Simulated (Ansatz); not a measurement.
# Direct or indirect: PbO2 sheet (P-3m1)

```xyz
3
Lattice="3.4133 0.0000 0.0000 1.7066 2.9560 0.0000 0.0000 0.0000 17.1200" Properties=species:S:1:pos:R:3 pbc="T T T"
Pb    1.7066    0.9853    8.5600
O     0.0000    0.0000    7.4981
O     3.4133    1.9706    9.6219
```

Method: Ansatz, PBE, independent particles, without spin-orbit coupling, line width 0.1 eV (Gaussian). The band structure gives a fundamental gap of 1.28 eV. The spectrum of vertical transitions near the edge:

```tsv
E (eV)	absorbance (%), E ∥ xy
0.84	0.00
0.96	0.00
1.08	0.00
1.20	0.00
1.32	0.00
1.44	0.00
1.56	0.01
1.68	0.10
1.80	0.22
1.92	0.31
2.04	0.41
2.16	0.53
2.28	0.72
2.40	1.79
2.52	3.69
2.64	4.09
2.76	4.08
2.88	4.08
3.00	4.11
3.12	4.17
3.24	4.28
3.36	4.24
```

(1) Is the gap direct or indirect, and about where do vertical transitions set in?

Answers

(1) Indirect, by the band path, whose least direct gap is 1.63 eV. The curves fit this: they stay near zero above 1.28 eV and rise only from about 1.6 eV, though a forbidden direct transition would look alike. Lines are broadened by 0.1 eV, which spreads the edge, and phonons, which would give weak absorption from the fundamental gap up, are left out. Along the first axis the transitions at the gap are weak, so the curve there climbs slowly.

Cells made by substitution are models, which may or may not match a known phase.

[Logs are printed without paths, hosts, clocks, repeated set-up lines and the standing remarks that a program may print on its own settings, such as how far it seeks lower states.]
